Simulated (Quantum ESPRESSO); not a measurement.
**SrO, rock salt: band edges under a change of volume**

How fast do the gaps move when the cell is scaled evenly?

Calculated with Quantum ESPRESSO 7.5, PBEsol, GBRV 1.5 ultrasoft potentials, cutoff 680 eV, Fermi–Dirac smearing 0.02 eV, k-mesh 9×9×9, no spin polarisation, no spin-orbit coupling.

Reference cell, relaxed at zero pressure with PBEsol (Fm-3m): a = 3.6217 Å, b = 3.6217 Å, c = 3.6217 Å, α = 60.00°, β = 60.00°, γ = 60.00°.

```
atom       x       y       z
  Sr  0.0000  0.0000  0.0000
   O  0.5000  0.5000  0.5000
```

Levels are read on the k-mesh and along lines from Γ to X = (0.5, 0, 0.5), L = (0.5, 0.5, 0.5), K = (0.375, 0.375, 0.75) and W = (0.5, 0.25, 0.75) in the reciprocal basis of this cell (the letters only name these points), and count from the highest filled level.

```csv
ln(V/V0),gap (eV),direct gap at Γ (eV),lowest empty at X (eV)
−0.0619,3.153,4.414,3.153
−0.0408,3.172,4.252,3.172
0.0000,3.204,3.950,3.204
0.0198,3.217,3.809,3.217
0.0392,3.227,3.674,3.227
0.0583,3.236,3.545,3.236
```

**Question.** Fit the direct gap at Γ and give it at ln(V/V0) = −0.0202, a row left out above.

A straight line through the 6 rows: the means are 0.002433 for ln(V/V0) and 3.9407 for the level, Σ(Δx)² = 0.01079 and ΣΔxΔy = −0.07813, so the slope is −0.07813/0.01079 = −7.2421 and the intercept 3.9407 − (−7.2421)(0.002433) = 3.9583.

The slope is the volume deformation potential of this gap, −7.24 eV, as a mean over the range. The line gives 4.105 eV. The run itself gives 4.098 eV, so the estimate misses by 0.007 eV; the fitted rows themselves lie up to 0.009 eV off the law.

The gap lies below the direct one at Γ in every row. Semilocal functionals give gaps that are too small, and the error differs from valley to valley, so the order of close valleys can be wrong too.

[Logs are printed without paths, hosts, clocks, repeated set-up lines and the standing remarks that a program may print on its own settings, such as how far it seeks lower states.]
